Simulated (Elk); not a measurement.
# Nickel: magneto-optical Kerr spectrum

Wanted: σ_xx, σ_xy and the Kerr angle of Nickel with spin–orbit coupling.

Main program and level: Elk 11.2.3 (patched build); PBEsol; all-electron APW+lo, Dirac cores, scalar-relativistic bands with second-variational spin-orbit coupling.

## 1. Set-up

It takes space group Fm-3m (No. 225, cubic). Conventional cell: a = 3.524 Å, b = 3.524 Å, c = 3.524 Å, α = 90.00°, β = 90.00°, γ = 90.00°. Nearest to Ni lie 12 Ni at 2.49 Å.

## 2. Ground state with spin–orbit coupling

In a ferromagnet the Kerr effect comes from exchange splitting and spin–orbit coupling together. The parallel order is imposed here; no other order was tried.

In this input [111] lies along z, the axis of the moments and of the light.

The last three numbers of an atom's line are a seed field in its sphere. It points against the wanted moment and shrinks by the factor reducebf each loop.

The input, elk.in:

```
tasks
  0
  15
  33
  73

xctype
  22

rgkmax
  7.0

nempty
  14

swidth
  0.003

reducebf
  0.5

epsengy
  1e-05

maxscl
  100

lmaxi
  3

spinpol
  .true.

spinorb
  .true.

cmagz
  .true.

sppath
  './'

avec
  -2.62595269531 0.70362190408 3.84466158249
  0.70362190408 -2.62595269531 3.84466158249
  1.92233079124 1.92233079124 3.84466158249

atoms
  1
  'Ni.in'
  1
  0.0000000000 0.0000000000 0.0000000000   0.000000 0.000000 -0.030000

ngridk
  12 12 12

plot3d
  0 0 0
  1 0 0
  0 1 0
  0 0 1
  13 13 13
```

Started as:

```bash
> OMP_NUM_THREADS=2 elk
```

Numbers of over 12 decimals in the logs are rounded to 6 here.

Output:

```text
Warning(gndstate): core states of species 1 leak from the muffin-tin :   0.4133853177E-03
Warning(chksvso): spin-orbit splittings by the second variation are low [figures from our tests cut]: local-orbitals by j (lorbdm 7 and 8, zora) mend levels alone

--- INFO.OUT ---
┌─────────────────────────┐
│ Elk code version 11.2.3 │
└─────────────────────────┘

All units are atomic (Hartree, Bohr, etc.)

┌─────────────────────────────────────────────────┐
│ Ground-state run starting from atomic densities │
└─────────────────────────────────────────────────┘

Lattice vectors :
  -2.625952695      0.7036219041       3.844661582
  0.7036219041      -2.625952695       3.844661582
   1.922330791       1.922330791       3.844661582

Species : 1 (Ni)
 parameters loaded from : Ni.in
 name : nickel
 nuclear charge    :   -28.00000000
 electronic charge :    28.00000000
 atomic mass :    106991.5231
 muffin-tin radius :    2.329364778
 number of radial points in muffin-tin :    993
 inner part over the whole radius :   0.9875265472E-02
 number on inner part of muffin-tin    :    700
 approximate nuclear radius :   0.7325707712E-04
 number of mesh points to nuclear radius :    335
 atomic positions (lattice), magnetic fields (Cartesian) :
  1 :   0.00000000  0.00000000  0.00000000    0.00000000  0.00000000 -0.03000000

Total number of atoms per unit cell :    1
Total muffin-tin volume :    52.94209487
 ratio of muffin-tin to unit cell volume :   0.7171415360

Spin treatment :
 spin-polarised
 spin-orbit coupling
 global magnetic field (Cartesian) :    0.000000000       0.000000000       0.000000000
 collinear magnetisation in z-direction

Number of Bravais lattice symmetries :   48
Number of crystal symmetries         :    6
Crystal has inversion symmetry
Real symmetric eigensolver will be used

k-point grid :     12    12    12
k-point offset :    0.000000000       0.000000000       0.000000000
k-point set is reduced with full crystal symmetry group
Total number of k-points :      294

Muffin-tin radius times maximum |G+k| :    7.000000000
 using average radius
Maximum |G+k| for APW functions       :    3.005111122
Maximum (1/2)|G+k|²                   :    4.515346427
Maximum |G| for potential and density :    12.00000000
Constant for pseudocharge density :    7
 order of it for each species :   14
 order of it for pair densities of each species (exact exchange by exxq0 0: 14) :   10
Radial integration step length :    1

G-vector grid sizes :     18    18    18
Number of G-vectors :     2109

Maximum angular momentum used for
 APW functions            :    8
 outer part of muffin-tin :    6
 inner part of muffin-tin :    3

Number of empty states         :     14
Total number of valence states :     46
Total number of core states    :     12

Third-order local-orbitals added for an l without core states : T
Total number of local-orbitals :     22

Exchange-correlation functional :     22     0     0
 PBEsol, Phys. Rev. Lett. 100, 136406 (2008)
 gradient requirement :    1
 generalised gradient approximation (GGA)

Smearing type :    3
 Fermi-Dirac
Smearing width :   0.3000000000E-02
Effective electronic temperature (K) :    947.3250744

Mixing type :    3
 Broyden mixing, J. Phys. A: Math. Gen. 17, L317 (1984)

Kohn-Sham potential initialised from atomic data

┌──────────────────────────────┐
│ Self-consistent loop started │
└──────────────────────────────┘

┌─────────────────┐
│ Loop number : 1 │
└─────────────────┘

Energies :
 Fermi                       :     0.195066
 sum of occupied eigenvalues :     -875.93310891174
 electron kinetic            :      1542.1845326745
 core electron kinetic       :      1384.8143703938
 Coulomb                     :     -2999.6379877428
 Coulomb potential           :     -2335.6102444247
 nuclear-nuclear             :     -269.89422819859
 electron-nuclear            :     -3134.7107569207
 Hartree                     :      404.96699737656
 Madelung                    :     -1831.8328655304
 xc potential                :     -82.427547488551
 xc effective B-field        :    -0.37418168009390E-01
 external B-field            :      0.000000
 exchange                    :     -60.659286971271
 correlation                 :     -1.524244
 electron entropic           :    -0.10146935421451E-02
 total energy                :     -1519.6380010965
 (external B-field energy excluded from total)

Density of states at Fermi energy :    33.03434089
 (states/Hartree/unit cell)

Estimated indirect band gap :   0.8194505580E-03
 from k-point 5 to k-point 32
Estimated direct band gap   :   0.1117324714E-02
 at k-point 5

Charges :
 core                        :    12.00000000
 valence                     :    16.00000000
 interstitial                :   0.8235499766
 muffin-tins (core leakage)
  species : 1 (Ni)
   atom 1                    :    27.17645002     (  0.4188488111E-03)
 total in muffin-tins        :    27.17645002
 total calculated charge     :    27.99894479
 total charge                :    28.00000000
 error                       :   0.1055211505E-02

Moments :
 interstitial                :  -0.5108279437E-01
 muffin-tins
  species : 1 (Ni)
   atom 1                    :    1.217728293
 total in muffin-tins        :    1.217728293
 total moment                :    1.166645499

[... earlier loops left out ...]

┌──────────────────┐
│ Loop number : 16 │
└──────────────────┘

Energies :
 Fermi                       :     0.272607
 sum of occupied eigenvalues :     -872.94148127410
 electron kinetic            :      1543.5491786444
 core electron kinetic       :      1384.9773268075
 Coulomb                     :     -3000.8105360238
 Coulomb potential           :     -2334.8598353856
 nuclear-nuclear             :     -269.89422819859
 electron-nuclear            :     -3137.8668570304
 Hartree                     :      406.95054920524
 Madelung                    :     -1833.3806183310
 xc potential                :     -81.619801994755
 xc effective B-field        :    -0.11022384775757E-01
 external B-field            :      0.000000
 exchange                    :     -60.764181189587
 correlation                 :     -1.525873
 electron entropic           :    -0.14076208372887E-02
 total energy                :     -1519.5528194251
 (external B-field energy excluded from total)

Density of states at Fermi energy :    48.85686499
 (states/Hartree/unit cell)

Estimated indirect band gap :   0.1143279012E-02
 from k-point 187 to k-point 172
Estimated direct band gap   :   0.6723376809E-02
 at k-point 67

Charges :
 core                        :    12.00000000
 valence                     :    16.00000000
 interstitial                :   0.7818214386
 muffin-tins (core leakage)
  species : 1 (Ni)
   atom 1                    :    27.21817856     (  0.4133853177E-03)
 total in muffin-tins        :    27.21817856
 total calculated charge     :    27.99895848
 total charge                :    28.00000000
 error                       :   0.1041523490E-02

Moments :
 interstitial                :  -0.2448791684E-01
 muffin-tins
  species : 1 (Ni)
   atom 1                    :   0.6770518010
 total in muffin-tins        :   0.6770518010
 total moment                :   0.6525638841

┌──────────────────────────────┐
│ Self-consistent loop stopped │
└──────────────────────────────┘

Warning : core states of species 1 leak from the muffin-tin :   0.4133853177E-03

Wrote STATE.OUT
```

It took 3 min on 2 threads of Intel Xeon 6975P-C (Granite Rapids), shared host; peak memory 0.1 GiB; 5.9 min of CPU time.

This step gave:

```
density of states at the Fermi level : 1.795 states/eV/cell
moment between the spheres           : -0.02449 μB
magnetization                        : 0.6526 μB
final state                          : ferromagnetic
largest moment                       : 0.6771 μB
```

After 16 cycles the largest moment stands at 0.677 μB.

Orbital moment <L> in the sphere by atom:

```
atom  x (μB)  y (μB)  z (μB)    size
 Ni1  0.0000  0.0000  0.0484  0.0484
```

## 3. States and momentum matrix elements on a finer mesh

Optical spectra need more k points than the density, so the states are solved once on a finer mesh in the saved potential.

elk.in: that of step 2 with these lines changed.

```diff
@@ -1,6 +1,4 @@
 tasks
-  0
-  15
-  33
-  73
+  1
+  120
 
@@ -25,3 +23,3 @@
 maxscl
-  100
+  1
 
@@ -51,12 +49,5 @@
   1
-  0.0000000000 0.0000000000 0.0000000000   0.000000 0.000000 -0.030000
+  0.0000000000 0.0000000000 0.0000000000   0.000000 0.000000 -0.000030
 
 ngridk
-  12 12 12
-
-plot3d
-  0 0 0
-  1 0 0
-  0 1 0
-  0 0 1
-  13 13 13
+  19 19 19
```

Started as:

```bash
> OMP_NUM_THREADS=2 elk
```

Output:

```text
Warning(gndstate): core states of species 1 leak from the muffin-tin :   0.4133853003E-03
Warning(chksvso): spin-orbit splittings by the second variation are low [figures from our tests cut]: local-orbitals by j (lorbdm 7 and 8, zora) mend levels alone

--- INFO.OUT ---
┌─────────────────────────┐
│ Elk code version 11.2.3 │
└─────────────────────────┘

All units are atomic (Hartree, Bohr, etc.)

┌──────────────────────────────────────────┐
│ Ground-state run resuming from STATE.OUT │
└──────────────────────────────────────────┘

Lattice vectors :
  -2.625952695      0.7036219041       3.844661582
  0.7036219041      -2.625952695       3.844661582
   1.922330791       1.922330791       3.844661582

Species : 1 (Ni)
 muffin-tin radius :    2.329364778
 atomic positions (lattice), magnetic fields (Cartesian) :
  1 :   0.00000000  0.00000000  0.00000000    0.00000000  0.00000000  0.00000000

Total number of atoms per unit cell :    1
Total muffin-tin volume :    52.94209487
 ratio of muffin-tin to unit cell volume :   0.7171415360

Spin treatment :
 spin-polarised
 spin-orbit coupling
 global magnetic field (Cartesian) :    0.000000000       0.000000000       0.000000000
 collinear magnetisation in z-direction

Number of Bravais lattice symmetries :   48
Number of crystal symmetries         :    6
Crystal has inversion symmetry
Real symmetric eigensolver will be used

k-point grid :     19    19    19
k-point offset :    0.000000000       0.000000000       0.000000000
k-point set is reduced with full crystal symmetry group
Total number of k-points :     1150

Muffin-tin radius times maximum |G+k| :    7.000000000
 using average radius
Maximum |G+k| for APW functions       :    3.005111122
[...]
┌─────────────────┐
│ Loop number : 1 │
└─────────────────┘

Reached self-consistent loops maximum

Energies :
 Fermi                       :     0.272945
 sum of occupied eigenvalues :     -872.94145231170
 electron kinetic            :      1543.5535219736
 core electron kinetic       :      1384.9772952386
 Coulomb                     :     -3000.8143645787
 Coulomb potential           :     -2334.8587588433
 nuclear-nuclear             :     -269.89422819859
 electron-nuclear            :     -3137.8800993673
 Hartree                     :      406.95996298715
 Madelung                    :     -1833.3849851571
 xc potential                :     -81.625383049507
 xc effective B-field        :    -0.10649246825107E-01
 external B-field            :      0.000000
 exchange                    :     -60.764533230072
 correlation                 :     -1.525892
 electron entropic           :    -0.14113265367433E-02
 total energy                :     -1519.5526792248
 (external B-field energy excluded from total)

Density of states at Fermi energy :    48.77852545
 (states/Hartree/unit cell)

Estimated indirect band gap :   0.7529140745E-04
 from k-point 295 to k-point 452
Estimated direct band gap   :   0.1898013828E-02
 at k-point 125

Charges :
 core                        :    12.00000000
 valence                     :    16.00000000
 interstitial                :   0.7816215382
 muffin-tins (core leakage)
  species : 1 (Ni)
   atom 1                    :    27.21837846     (  0.4133853003E-03)
 total in muffin-tins        :    27.21837846
 total calculated charge     :    27.99895045
 total charge                :    28.00000000
 error                       :   0.1049545839E-02

Moments :
 interstitial                :  -0.2452161599E-01
 muffin-tins
  species : 1 (Ni)
   atom 1                    :   0.6641169676
 total in muffin-tins        :   0.6641169676
 total moment                :   0.6395953516

┌──────────────────────────────┐
│ Self-consistent loop stopped │
└──────────────────────────────┘

Warning : core states of species 1 leak from the muffin-tin :   0.4133853003E-03
```

Wall time 72 s (2 threads); peak memory 0.22 GiB; 2.3 min of CPU time.

Read from the output:

```yaml
magnetization: 0.6396 μB
largest_moment: 0.6641 μB
```

## 4. Optics with a broadening of 0.20 eV

The broadening stands for the lifetime of the excited states; it lowers and widens the peaks.

elk.in: that of step 3 with these lines changed.

```diff
@@ -1,4 +1,4 @@
 tasks
-  1
-  120
+  121
+  122
 
@@ -14,3 +14,3 @@
 swidth
-  0.003
+  0.0075
 
@@ -23,3 +23,3 @@
 maxscl
-  1
+  100
 
@@ -35,2 +35,5 @@
 cmagz
+  .true.
+
+intraband
   .true.
@@ -53 +56,10 @@
   19 19 19
+
+wplot
+  240 100 0
+  0.00000 0.30000
+
+optcomp
+  1 1
+  1 2
+  3 3
```

Started as:

```bash
> OMP_NUM_THREADS=2 elk
```

Output:

```text
┌─────────────────────────────────┐
│ Elk code version 11.2.3 started │
└─────────────────────────────────┘

Info(readinput): the functional depends on the density's gradient
 muffin-tin radial points multiplied by    2.00000
 (not where nrmtscf is given)

┌────────────────────┐
│ Current task : 121 │
└────────────────────┘

Info(checkmt): changed muffin-tin radius of species 1 (Ni) from   2.4000 to   2.3294

Info(dielectric):
 dielectric tensor written to EPSILON_ij.OUT
 optical conductivity written to SIGMA_ij.OUT
 plasma frequency written to PLASMA_ij.OUT
 for components
  i = 1, j = 1
  i = 1, j = 2
  i = 3, j = 3

┌────────────────────┐
│ Current task : 122 │
└────────────────────┘

Warning(chksvso): spin-orbit splittings by the second variation are low [figures from our tests cut]: local-orbitals by j (lorbdm 7 and 8, zora) mend levels alone

Info(dielectric):
 dielectric tensor written to EPSILON_ij.OUT
 optical conductivity written to SIGMA_ij.OUT
 plasma frequency written to PLASMA_ij.OUT
 for components
  i = 1, j = 1
  i = 1, j = 2

Info(moke):
 complex Kerr angle in degrees written to KERR.OUT

┌──────────────────┐
│ Elk code stopped │
└──────────────────┘
```

Wall time 55 s (2 threads); peak memory 0.05 GiB.

Intraband term included. The polar Kerr angle by photon energy; values in degrees:

```
photon energy (eV)  rotation  ellipticity
              0.00         0            0
              0.25   -0.0330       0.0290
              0.50   -0.0945       0.0217
              0.75    -0.113      -0.0650
              1.00   -0.0734      -0.0992
              1.25   -0.0630       -0.150
              1.50    0.0540       -0.210
              1.75     0.131       -0.115
              2.00    0.0952      -0.0677
              2.25    0.0979      -0.0650
              2.50     0.122      -0.0933
              2.75     0.165      -0.0351
              3.00     0.115      -0.0240
              3.25     0.146      -0.0597
              3.50     0.199      -0.0528
              3.75     0.260      -0.0177
              4.00     0.312       0.0434
              4.25     0.370        0.166
              4.50     0.381        0.372
              4.75    0.0666        0.632
              5.00    -0.239        0.373
              5.25    -0.233        0.234
              5.50    -0.220       0.0926
              5.75    -0.161       0.0342
              6.00    -0.123      -0.0111
              6.25   -0.0471      -0.0329
              6.50   0.00774      -0.0232
              6.75    0.0513       0.0313
              7.00    0.0167       0.0788
              7.25  -0.00271       0.0914
              7.50   -0.0419       0.0281
              7.75    0.0714       0.0470
              8.00   0.00988       0.0838
```

(Part 1 of 2 ends here.)

[Logs and program files are shortened in this print: banners, set-up blocks, solver, clock and traceback lines can be left out without a mark of their own.]

[Logs are printed without paths, hosts, clocks, repeated set-up lines and the standing remarks that a program may print on its own settings, such as how far it seeks lower states.]

[Hosts, paths, dates, database ids (printed as entryN), source tags and the programs' standing remarks are cut or masked in the printed files.]

[Where a cell is said to come from a database of computed structures, the database is the Materials Project.]
